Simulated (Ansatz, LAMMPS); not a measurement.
# Li+ triflate in gamma-butyrolactone and sulfolane and fluoroethylene carbonate at 370 K (233 atoms): a single point

What does DFT give for Li+ triflate in gamma-butyrolactone and sulfolane and fluoroethylene carbonate at 370 K (233 atoms) as built?

Program: Ansatz 0.2.0. Level of theory: Kohn-Sham DFT, LDA, PAW (set soft_2), plane waves. Results are calculated unless marked as measured.

## (1) The starting structure

The cell holds 233 atoms: 45 O, 9 S, 65 C, 101 H, 11 F and 2 Li. Cell: a = 13.950 Å, b = 13.950 Å, c = 13.950 Å, α = 90.0°, β = 90.0°, γ = 90.0°. 5 gamma-butyrolactone, 7 sulfolane, 5 fluoroethylene carbonate, 2 Li+, 2 triflate placed at random, at 1.29 g/cm³; overlaps pushed apart, then 10 ps at 550 K with Joung-Cheatham ions (J. Phys. Chem. B 112, 9020 (2008)); MMFF94 bonds, angles, torsions, charges and radii (Halgren, J. Comput. Chem. 17, 490 (1996)) in harmonic and 12-6 forms; charges of ions scaled by 0.8. Snapshot after 30 ps at 370 K and fixed volume.

What the set-up can't give: The network of contacts between molecules at the start is that of the classical potential that made the cell, and needn't be the one that DFT or experiment would give. The functional has no dispersion term, which matters for the binding between molecules or layers, where LDA binds through overlap of densities alone. The density was typed from a rule of thumb and may lie off the real one at this temperature. Sampling is at Γ alone, for a cell whose shortest periodic width is 14 Å.

## (2) Making the structure

A classical potential supplies the starting structure, since it reaches far longer times than DFT.

This step: classical MD, Joung-Cheatham ions (J. Phys. Chem. B 112, 9020 (2008)); MMFF94 bonds, angles, torsions, charges and radii (Halgren, J. Comput. Chem. 17, 490 (1996)) in harmonic and 12-6 forms; charges of ions scaled by 0.8 (LAMMPS 22 Jul 2025 - Update 4).

Contents of in.lmp:

```
# Li+ triflate in gamma-butyrolactone and sulfolane and fluoroethylene carbonate
units real
atom_style full
boundary p p p
bond_style harmonic
angle_style harmonic
dihedral_style opls
improper_style harmonic
special_bonds lj 0 0 0.5 coul 0 0 0.75
read_data data.lmp
neigh_modify delay 0 every 1 check yes one 4000
comm_modify cutoff 12.0
timestep 0.5
thermo_style custom step time temp pe press density
thermo_modify norm yes
# push overlapping molecules apart
pair_style soft 2.6
pair_coeff * * 0.0
variable a equal ramp(1,60)
fix ad all adapt 1 pair soft a * * v_a
velocity all create 550 48921 mom yes dist gaussian
fix lim all nve/limit 0.03
fix lan all langevin 550 550 50 48922 zero yes
thermo 1000
run 3000 post no
unfix ad
pair_style lj/cut/coul/long 9.0
pair_modify mix arithmetic tail yes
pair_coeff 1 1 0.0763 3.0960   # O
pair_coeff 2 2 0.2681 3.4180   # S
pair_coeff 3 3 0.0678 3.3680   # C
pair_coeff 4 4 0.0216 2.5400   # H
pair_coeff 5 5 0.0763 2.9870   # O
pair_coeff 6 6 0.0678 3.4070   # C
# [... 21 lines left out ...]
compute msd all msd com yes
thermo 7500
fix md all nvt temp 370 370 100
run 30000 post no
print "== T370: mean square displacement over the hold $(c_msd[4]:%.2f) A^2"
unfix md
uncompute msd
write_dump all custom T370.dump id type xs ys zs modify sort id
```

The run is started by

```sh
$ lmp -in in.lmp -log none -nocite
```

Output:

```text
LAMMPS (22 Jul 2025 - Update 4)
Reading data file ...
  orthogonal box = (0 0 0) to (13.95009 13.95009 13.95009)
  233 atoms
  orthogonal box = (0 0 0) to (13.95009 13.95009 13.95009)
  229 bonds
  429 angles
  540 dihedrals
  10 impropers
   Step          Time           Temp          PotEng         Press         Density
         0   0              550            0.4583084     -704.3158       1.2929998
      1000   500            465.14431      1.8586654      13064.044      1.2929998
      2000   1000           518.86599      1.7573925      20023.927      1.2929998
      3000   1500           526.26731      1.7942087      25048.959      1.2929998
Loop time of 0.580457 s on 1 MPI rank(s) for 3000 steps with 233 atoms
PPPM initialization ...
WARNING: System is not charge neutral, net charge = -0.00016
  G vector (1/distance) = 0.29295027
  grid = 8 8 8
  estimated relative force accuracy = 4.2977487e-05
   Step          Time           Temp          PotEng         Press         Density
      3000   1500           526.26731      0.7737184      7048.0364      1.2929998
      3100   1550           526.26731     -1.5015432      7514.3328      1.2929998
      3200   1600           526.26731     -1.7230044      5673.4143      1.2929998
      3300   1650           526.26731     -1.7948298      3359.501       1.2929998
[... 2 lines left out ...]
  Stopping criterion = max iterations
  Energy initial, next-to-last, final =
     0.773718404340361  -1.79457158994197  -1.79482982984576
  Force two-norm initial, final = 731.76671 11.217662
  Iterations, force evaluations = 300 586
   Step          Time           Temp          PotEng         Press         Density
         0   0              550           -1.7948298      3635.8584      1.2929998
      1000   500            532.66609     -0.32586426     2274.8642      1.2929998
      2000   1000           509.59444     -0.34833347     4243.8394      1.2929998
Loop time of 1.83799 s on 1 MPI rank(s) for 2000 steps with 233 atoms
   Step          Time           Temp          PotEng         Press         Density
      2000   1000           509.59444     -0.34833347     4243.8394      1.2929998
[... 5 lines left out ...]
Loop time of 9.4901 s on 1 MPI rank(s) for 10000 steps with 233 atoms
   Step          Time           Temp          PotEng         Press         Density
[... 4 lines left out ...]
Loop time of 4.79934 s on 1 MPI rank(s) for 5000 steps with 233 atoms
   Step          Time           Temp          PotEng         Press         Density
[... 2 lines left out ...]
     30000   29000          378.2363      -0.80377548     3686.0956      1.2929998
     37500   36500          329.86889     -0.79412895     9368.3568      1.2929998
     45000   44000          376.00494     -0.84700489     2484.3403      1.2929998
     47000   46000          352.74017     -0.83304897     786.37369      1.2929998
Loop time of 28.252 s on 1 MPI rank(s) for 30000 steps with 233 atoms
== T370: mean square displacement over the hold 9.57 A^2
```

It took 46 s on 1 thread of Arm Neoverse V1, shared host; peak memory 0.13 GiB.

The input also reads data.lmp (atoms, bonds and types; not printed here).

## (3) Plane-wave single point

One self-consistent run at the given positions yields energy and forces.

Contents of input.yaml:

```yaml
crystal:
  lattice:
    - [13.95009, 0.0, 0.0]
    - [0.0, 13.95009, 0.0]
    - [0.0, 0.0, 13.95009]
  atoms:
    - { symbol: O, position: [0.28056, 0.69546, 0.92002] }
    - { symbol: S, position: [0.21592, 0.67465, 0.998] }
    - { symbol: O, position: [0.22646, 0.71971, 0.09016] }
    - { symbol: C, position: [0.09622, 0.68068, 0.96204] }
    - { symbol: C, position: [0.06128, 0.58943, 0.01123] }
    - { symbol: C, position: [0.13092, 0.5085, 0.9882] }
    - { symbol: C, position: [0.22617, 0.55252, 0.01444] }
    - { symbol: H, position: [0.06334, 0.74549, 0.99874] }
    - { symbol: H, position: [0.08562, 0.69456, 0.88896] }
    - { symbol: H, position: [0.06405, 0.5975, 0.08736] }
    - { symbol: H, position: [0.99319, 0.56519, 0.9956] }
    - { symbol: H, position: [0.11907, 0.44164, 0.02909] }
    - { symbol: H, position: [0.1261, 0.48693, 0.91306] }
    - { symbol: H, position: [0.24512, 0.53546, 0.08943] }
    - { symbol: H, position: [0.27993, 0.52344, 0.96224] }
    - { symbol: O, position: [0.80698, 0.86928, 0.3985] }
    - { symbol: S, position: [0.81426, 0.97217, 0.41335] }
    - { symbol: O, position: [0.89013, 0.02762, 0.37159] }
    - { symbol: C, position: [0.69964, 0.03032, 0.38819] }
    - { symbol: C, position: [0.65648, 0.04102, 0.48922] }
    - { symbol: C, position: [0.73756, 0.06863, 0.55276] }
    - { symbol: C, position: [0.81884, 0.99549, 0.53758] }
    - { symbol: H, position: [0.71907, 0.10356, 0.36181] }
    - { symbol: H, position: [0.65806, 0.98219, 0.33964] }
    - { symbol: H, position: [0.60892, 0.09791, 0.4972] }
    - { symbol: H, position: [0.62338, 0.97441, 0.51427] }
    - { symbol: H, position: [0.75918, 0.1412, 0.54523] }
    - { symbol: H, position: [0.7039, 0.07155, 0.62256] }
    - { symbol: H, position: [0.88664, 0.0321, 0.5644] }
    - { symbol: H, position: [0.8139, 0.92968, 0.57566] }
    - { symbol: O, position: [0.57777, 0.44406, 0.3538] }
    - { symbol: S, position: [0.58725, 0.37241, 0.42797] }
    [... 195 atom lines left out ...]
    - { symbol: C, position: [0.63641, 0.70656, 0.51789] }
    - { symbol: F, position: [0.60295, 0.65495, 0.59588] }
    - { symbol: F, position: [0.68027, 0.78208, 0.56541] }
    - { symbol: F, position: [0.70355, 0.65324, 0.46695] }
    - { symbol: Li, position: [0.99304, 0.11258, 0.3222] }
    - { symbol: Li, position: [0.44755, 0.55193, 0.33643] }
kpoints:
  mp_grid: { grid: [1, 1, 1] }
hamiltonian:
  xc: lda
scf:
  occupations: { method: fermi_dirac, width: 0.05 }
output:
  forces: true
  stress: true
  populations: true
  dos:
    method: { smearing: { sigma: 0.08 } }
    de: 0.1
    projected: { site_lists: { C: [C], F: [F], H: [H], Li: [Li], O: [O] } }
  eigenvalues: true
  write_density: true
  write_potential: true
  volumetric_format: npy
```

The run is started by

```sh
$ ansatz run input.yaml --threads 8 --pin off --max-ram 15872MiB --backend cpu --events-out ev --progress --plain --runs-dir out
```

Output:

```text
Engine: ansatz 0.2.0, aarch64-unknown-linux-gnu
Pseudopotentials: kind: paw
Pseudopotential: O, paw, valence charge 6, recommended cutoff 420 eV (normal), O.paw.azcp
Pseudopotential: S, paw, valence charge 6, recommended cutoff 420 eV (normal), S.paw.azcp
Pseudopotential: C, paw, valence charge 4, recommended cutoff 420 eV (normal), C.paw.azcp
Pseudopotential: H, paw, valence charge 1, recommended cutoff 420 eV (normal), H.paw.azcp
Pseudopotential: F, paw, valence charge 7, recommended cutoff 420 eV (normal), F.paw.azcp
Pseudopotential: Li, paw, valence charge 3, recommended cutoff 420 eV (normal), Li.paw.azcp
[... 3 lines on functional and potentials left out ...]
Crystal: 233 atoms, lattice volume = 2714.757 Å³
Basis set: ecut = 420 eV, 52923 PW (Γ)
Bands: 617, of which v1, the nominal top of the filled ones, is band 384 counted from 1 (383 counted from 0)
Symmetry: 1 space group operations
Space group: P1 (ITA 1), of the structure as read, at distance tolerance 1.4e-4 Å
k-points: 1
[... 17 lines on functional and potentials left out ...]
Initial density: superposition of atomic densities (neutral atoms: chi_scale 0, normalization atom), corrected by the library's trained network
Initial wavefunctions: pseudopotential atomic-orbital guess
Functional: x = slater, c = lda
SCF iter   1: F=—  HF=-59283.174950 eV  |F-HF|=—  |Δ(HF+E_count)|=         —  Δρ=9.83e-3  dr2=2.08e0  ethr=1.77e-3  ⟨swp⟩=6.0  Hψ=2956  notcnv=0  defer=82
preconditioner: auto → Resta (q_TF=auto, 2.211 Å⁻¹)  ε∞=2.5  [insulator: Δε(μ)=4.018 eV  Ē_g=15.718 eV  σ=0.050 eV  W_gap=1.00  n_scr=484 (ndim 8)  ℏωp=19.4 eV  f_vac=0.286  D(μ)=0.00/eV (n_scr^D=0)  ε∞_Penn≈2.5]
SCF iter   2: F=—  HF=-59282.547604 eV  |F-HF|=—  |Δ(HF+E_count)|=   6.27e-1  Δρ=4.29e-3  dr2=4.18e-1  ethr=2.71e-4  ⟨swp⟩=2.0  Hψ=1003  notcnv=0  defer=225
SCF iter   3: F=—  HF=-59282.430510 eV  |F-HF|=—  |Δ(HF+E_count)|=   1.17e-1  Δρ=2.09e-3  dr2=1.22e-1  ethr=5.44e-5  ⟨swp⟩=2.0  Hψ=783  notcnv=0  defer=225
SCF iter   4: F=—  HF=-59282.400621 eV  |F-HF|=—  |Δ(HF+E_count)|=   2.99e-2  Δρ=6.93e-4  dr2=1.53e-2  ethr=1.59e-5  ⟨swp⟩=2.0  Hψ=768  notcnv=0  defer=225
SCF iter   5: F=—  HF=-59282.399104 eV  |F-HF|=—  |Δ(HF+E_count)|=   1.52e-3  Δρ=3.73e-4  dr2=4.17e-3  ethr=1.99e-6  ⟨swp⟩=2.0  Hψ=1073  notcnv=0  defer=226
SCF iter   6: F=—  HF=-59282.398853 eV  |F-HF|=—  |Δ(HF+E_count)|=   2.51e-4  Δρ=1.28e-4  dr2=6.13e-4  ethr=5.43e-7  ⟨swp⟩=2.0  Hψ=758  notcnv=0  defer=226
SCF iter   7: F=—  HF=-59282.398953 eV  |F-HF|=—  |Δ(HF+E_count)|=   1.00e-4  Δρ=5.44e-5  dr2=8.80e-5  ethr=7.99e-8  ⟨swp⟩=2.0  Hψ=753  notcnv=0  defer=226
SCF iter   8: F=—  HF=-59282.402440 eV  |F-HF|=—  |Δ(HF+E_count)|=   3.49e-3  Δρ=2.89e-5  dr2=2.17e-5  ethr=1.15e-8  ⟨swp⟩=2.0  Hψ=761  notcnv=0  defer=226
SCF iter   9: F=—  HF=-59282.402447 eV  |F-HF|=—  |Δ(HF+E_count)|=   6.73e-6  Δρ=9.38e-6  dr2=2.67e-6  ethr=2.83e-9  ⟨swp⟩=2.0  Hψ=755  notcnv=0  defer=226
SCF iter  10: F=—  HF=-59282.402450 eV  |F-HF|=—  |Δ(HF+E_count)|=   2.87e-6  Δρ=5.51e-6  dr2=7.91e-7  ethr=3.47e-10  ⟨swp⟩=2.0  Hψ=772  notcnv=0  defer=226
SCF iter  11: F=-59282.402451 eV  HF=-59282.402450 eV  |F-HF|=1.45e-7  |Δ(HF+E_count)|=   3.81e-7  Δρ=1.47e-6  dr2=7.74e-8  ethr=1.30e-11  ⟨swp⟩=17.0  Hψ=5610  notcnv=0
SCF 1 converged in 11 iterations: F = -59282.402451 eV  dr2 = 7.74e-8
  greatest PAW one-centre occupation: 1.000 electrons in one spin orbital (limit 2), on the Li atom at site 232 (counted from 0), in its partial waves of l = 0
SCF converged after 11 iterations
Free energy (F): -59282.402451 eV
Harris-Foulkes:  -59282.402450 eV  (|F-HF|=1.45e-7)
Internal energy: -59282.402451 eV  (E = F + TS)
E sigma→0 (E₀):  -59282.402451 eV
Fermi energy:    1.217757 eV
--- Per-component energies (eV) ---
  E_band       = -6793.465003
  E_kinetic    = 18515.840144
  E_local      = -67285.289619  (includes V_loc(G=0)·N_el)
  E_nonlocal   = 5275.843408
  E_hartree    = 25414.649189
  E_xc         = -8946.133933
  E_vxc        = -11075.640769  (∫ρ·V_xc dr)
  E_paw        = -19881.595393  (= ΣΔE_a)
  E_vpaw       = -3053.505493  (= ΣTr[D̂ρ^β])
  E_aug_tail   = 0.001168  (compensation charges beyond the density's cutoff)
  E_ewald      = -12386.787541
  E_core_change = 11.070126  (= ΣΔE_core)
  E_smearing   = -0.000000  (= −TS)
  E_closure    = -0.000000  (closes the sum)
  Σ components = -59282.402451   (vs F -59282.402451, Δ=0.00e0)
--- Forces (eV/Å), atoms counted from 1 ---
  atom   1  O      0.32603541     1.07769556    -0.48368719
  atom   2  S      1.07983359    -0.01671115    -0.24473803
  atom   3  O      0.11070623     0.62840923     0.24224677
  atom   4  C     -1.11340345     0.57256508     3.15523229
  atom   5  C      1.47109649    -0.48143795    -0.88596699
  atom   6  C     -0.14661568     0.34831384     0.44883203
  atom   7  C      0.46276225    -2.26065137    -0.75951697
  atom   8  H      0.41001134    -0.66580947    -0.14366966
  atom   9  H     -0.09315373    -0.47816603    -2.05433142
  atom  10  H     -0.08327044     0.58354322     1.18014492
  atom  11  H     -2.68029160    -0.28414302    -0.75765291
  atom  12  H     -0.22510436     0.26418376     0.05906686
  atom  13  H      0.21672930     0.10263900    -0.42414025
  atom  14  H      0.11429624     0.22184050    -0.14376954
[...]
atom 232  Li     0.00474901     0.15575189     0.24560100
  atom 233  Li     0.29107011    -0.13744240    -0.06754695
  max |Σ_I F_I| component: 1.93e-4 eV/Å
--- Stress (GPa, compression-positive) ---
        0.661027       0.035586      -0.076459
        0.035586      -0.023958       0.044085
       -0.076459       0.044085       0.017578
  P = ⅓ Tr σ = 0.2182 GPa (2.182 kbar)
--- Band table (eV) ---
  k-point 0: bands = ["-43.0371", "-43.0004", "-28.0212", "-26.9749", [... 601 levels ...], "10.5211", "10.5358", "10.5676", "10.5737", "10.5980", "10.6261", "10.6483", "10.6881", "10.7082", "10.7203", "10.7520", "10.7709"]
--- Löwdin populations: 233 sites ---
  site symbol       q [e]
     0      O      6.7676
     1      S      3.8539
     2      O      6.7574
[...]
232     Li      2.2486
  spilling = 0.014766 (of n_electrons = 768.000000)
```

It took 59 s on 8 threads of Arm Neoverse V1, shared host; peak memory 4.1 GiB; 7.2 min of CPU time.

The run gave:

| Item | Value |
| --- | --- |
| free energy | -59282.4025 eV |
| free energy per atom | -254.4309 eV/atom |
| SCF cycles | 11 |
| pressure | 0.2182 GPa |
| r.m.s. force component | 1.131 eV/Å |
| longest force | 6.059 eV/Å |
| Fermi energy | 1.218 eV |
| gap (highest filled to lowest empty level) | 3.833 eV |
| spilling of the projection | 0.01477 |

Neighbours are counted within 1.34 Å (H-C), 1.85 Å (C-C), 1.73 Å (C-O), 1.62 Å (C-F), 2.21 Å (C-S), 1.88 Å (O-S), 2.27 Å (O-Li).

Length of the force by element and coordination:

```
element  coordination  atoms  mean length of the force (eV/Å)  spread  least   most
      C           all     65                             2.30    1.05  0.587   6.06
      C             3     10                             2.87    1.15   1.52   5.44
      C             4     55                             2.19   0.993  0.587   6.06
      F           all     11                             1.22   0.655  0.517   2.37
      H           all    101                             1.15   0.832  0.122   4.95
     Li           all      2                            0.310   0.019  0.291  0.329
     Li             3      1                            0.329       0  0.329  0.329
     Li             4      1                            0.291       0  0.291  0.291
      O           all     45                             1.82   0.947  0.437   4.64
      O             1     23                             1.65   0.915  0.437   4.64
      O             2     22                             2.01   0.944  0.641   3.97
      S           all      9                             2.40    1.17   1.11   4.41
```

Löwdin charges by element and coordination (they lack the spilled electrons, 0.049 e an atom on average):

| element | coordination | atoms | mean charge (e) | spread | least | most |
| --- | --- | --- | --- | --- | --- | --- |
| C | all | 65 | -0.0936 | 0.406 | -0.517 | 0.697 |
| C | 3 | 10 | 0.624 | 0.0642 | 0.553 | 0.697 |
| C | 4 | 55 | -0.224 | 0.288 | -0.517 | 0.632 |
| F | all | 11 | -0.242 | 0.026 | -0.278 | -0.211 |
| H | all | 101 | 0.220 | 0.0225 | 0.180 | 0.268 |
| Li | all | 2 | 0.747 | 0.0047 | 0.742 | 0.751 |
| Li | 3 | 1 | 0.751 | 0 | 0.751 | 0.751 |
| Li | 4 | 1 | 0.742 | 0 | 0.742 | 0.742 |
| O | all | 45 | -0.51 | 0.233 | -0.822 | -0.224 |
| O | 1 | 23 | -0.630 | 0.171 | -0.782 | -0.376 |
| O | 2 | 22 | -0.384 | 0.223 | -0.822 | -0.224 |
| S | all | 9 | 2.15 | 0.0965 | 2.02 | 2.32 |

States in the cell by windows of 1 eV, zero at the Fermi level; the larger projections on atomic orbitals stand beside the total:

| from (eV) | to (eV) | total | C p | O p | H s | F p | C s |
| --- | --- | --- | --- | --- | --- | --- | --- |
| -18 | -17 | 11.5 | 1.3 | 0.0 | 1.7 | 0.0 | 6.1 |
| -17 | -16 | 6.0 | 1.1 | 0.1 | 0.9 | 0.0 | 3.1 |
| -16 | -15 | 14.6 | 2.2 | 1.5 | 2.0 | 0.3 | 7.1 |
| -15 | -14 | 25.1 | 2.8 | 2.2 | 4.3 | 0.7 | 12.0 |
| -14 | -13 | 26.6 | 5.0 | 3.9 | 3.1 | 1.1 | 7.8 |
| -13 | -12 | 6.0 | 1.5 | 1.6 | 0.2 | 1.0 | 0.6 |
| -12 | -11 | 20.3 | 6.6 | 5.1 | 1.7 | 1.5 | 3.1 |
| -11 | -10 | 47.3 | 14.0 | 5.4 | 6.5 | 8.9 | 6.0 |
| -10 | -9 | 31.2 | 10.9 | 7.2 | 3.9 | 2.2 | 2.6 |
| -9 | -8 | 57.8 | 24.3 | 13.9 | 8.1 | 2.1 | 1.5 |
| -8 | -7 | 61.1 | 16.0 | 19.1 | 6.3 | 10.1 | 1.2 |
| -7 | -6 | 85.3 | 27.2 | 24.9 | 9.9 | 13.2 | 1.2 |
| -6 | -5 | 63.0 | 24.5 | 16.2 | 7.9 | 11.9 | 0.6 |
| -5 | -4 | 83.1 | 30.5 | 34.0 | 11.1 | 4.3 | 0.7 |
| -4 | -3 | 70.7 | 13.0 | 45.7 | 7.7 | 1.4 | 0.5 |
| -3 | -2 | 39.4 | 8.0 | 27.0 | 2.7 | 0.1 | 0.4 |
| -2 | -1 | 3.0 | 0.3 | 2.6 | 0.1 | 0.0 | 0.0 |
| -1 | 1 | 0.0 | 0.0 | 0.0 | 0.0 | 0.0 | 0.0 |
| 1 | 2 | 2.2 | 1.1 | 0.8 | 0.0 | 0.0 | 0.1 |
| 2 | 3 | 20.1 | 8.9 | 6.3 | 1.9 | 0.1 | 0.7 |
| 3 | 4 | 35.0 | 6.4 | 2.8 | 8.0 | 0.4 | 3.0 |
| 4 | 5 | 61.4 | 12.7 | 4.8 | 11.0 | 1.4 | 4.3 |

The curve was stored every 0.100 eV, coarse against its broadening of 0.08 eV, so these counts are rough.

Between -26 and -18 eV lie 92 more states.

About 24 of the 768 electrons lie in deeper levels, below the stored range.

Not all projections were asked for or kept, so they needn't add up to the total.

The levels nearest the highest filled one (over half full), pooled over k-points and spins:

```csv
level less the highest filled one (eV),occupation
-0.451,2
-0.324,2
-0.254,2
-0.172,2
-0.0833,2
0,2
3.83,0
3.97,0
4.25,0
4.30,0
4.37,0
4.42,0
```

Valence density in the ab plane at fractional z = 0.089, with atoms of O and H and S and C and F within 0.2 Å of it. It is the smooth field of the valence electrons, not physical close to the nuclei.

Ten steps, logarithmic in the rise over the least value, from '0' (0 e/Å³) to '9' (10 e/Å³), each cell a mean:
```
0000000000000000000135653100011234556531
0000000000000000000012221000123444334321
0000000000000000000000000000124565432110
1110000000000000000000000000124665321111
3210000122210000000000000000023554211112
3211001357631000001110000000012442100112
1110112479852100124421001111100110000011
0111112356532000135532112454210000000000
1233211122211000124442123565310000000000
2355321123321001235543234554311000000000
1233211234531111345554455543210000000000
0011111124431112455455566532100000000000
0001111111110013565433345531000134531000
2110111000000012443211123311010369963122
5310100000000001111101010100000258864456
8420100000000000000112110000000123565679
5210000000000000002367531000000125665456
1111000000111000103589842000000137874211
1133210011221000123466521000000124542100
1245321111211001245532110000000001111000
1233321111110002478753211000000001000000
0111122332100001367755432100000133211000
0000012432100000123456642100001245543210
0000011221000000001357763200001235555421
```
Columns run along a (14.0 Å), rows up along b (14.0 Å). Atoms in or near the plane, at fractional coordinates: O at (0.23, 0.72), H at (0.06, 0.60), H at (0.25, 0.54), S at (0.46, 0.53), C at (0.59, 0.51), H at (0.65, 0.66), H at (0.46, 0.70), H at (0.07, 0.18), H at (0.79, 0.78), H at (0.82, 0.06), F at (0.52, 0.26), O at (0.45, 0.12), F at (0.84, 0.41).

(Continued in part 2 of 2.)

[Logs are printed without paths, hosts, clocks, repeated set-up lines and the standing remarks that a program may print on its own settings, such as how far it seeks lower states.]

[Hosts, paths, dates, database ids (printed as entryN), source tags and the programs' standing remarks are cut or masked in the printed files.]

[The MMFF94 radii named for the starting cell were scaled by 0.96; in molecules described by MMFF94, hydrogen bound to N, O or S took a small fixed 12-6 site in their place.]
